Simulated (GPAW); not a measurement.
Records of electronic-structure calculations.

### AlGaAs2 (R3m): one start, several treatments of the self-energy

It takes space group R3m (No. 160, trigonal). Conventional cell: a = 4.011 Å, b = 4.011 Å, c = 19.638 Å, α = 90.00°, β = 90.00°, γ = 120.00°. Al has 4 As at 2.45 to 2.46 Å nearest. Nearest to Ga lie 4 As at 2.46 Å. As has 1 Al at 2.46 Å and 3 Ga at 2.46 Å nearest. Nearest to As lie 3 Al at 2.45 Å and 1 Ga at 2.46 Å. Farther neighbours are not listed.

```yaml
method: DFT, LDA, plane waves, PAW (and 3 further levels or steps)
program: GPAW 26.7.0
settings_of_one_run: cutoff 450 eV, GPAW PAW setups 1.2.1 data release, 4×4×4 k-mesh, nbands 158
cost: 6 runs, 7.8 min in all on 4 MPI ranks of Arm Neoverse V1, shared host (the runs of this entry)
notes: The cell and positions are those that the Materials Project relaxed with its own functionals (PBE, PBE+U or r2SCAN), kept fixed. Limits: no spin-orbit coupling. Bands and cutoff are finite, so the gap is not at the basis limit. The miss can reach some tenths of an eV and take either sign; the mesh is an error of its own.
g0w0_godby_needs_plasmon_pole: 1.762 eV
one_shot_hse06: 1.635 eV
g0w0_extrapolated_in_the_cutoff: 1.964 eV
one_shot_hartree_fock: 6.461 eV
g0w0_full_frequency_hilbert_transform: 1.749 eV
known_limits: not at the basis limit; no spin-orbit coupling
```

One-shot HSE06: −0.128 eV against G0W0, Godby-Needs plasmon pole. G0W0, extrapolated in the cutoff: +0.202 eV against G0W0, Godby-Needs plasmon pole, at other bands or cutoff, so not like for like.

[Paths, hosts, dates, memory and timing lines, banners, echoed tables and standing remarks are left out of the program output.]

[Logs are printed without paths, hosts, clocks, repeated set-up lines and the standing remarks that a program may print on its own settings, such as how far it seeks lower states.]

[Runs of the session that timed out or met a known fault of the program may be left out.]

[Hosts, paths, dates, database ids (printed as entryN), source tags and the programs' standing remarks are cut or masked in the printed files.]
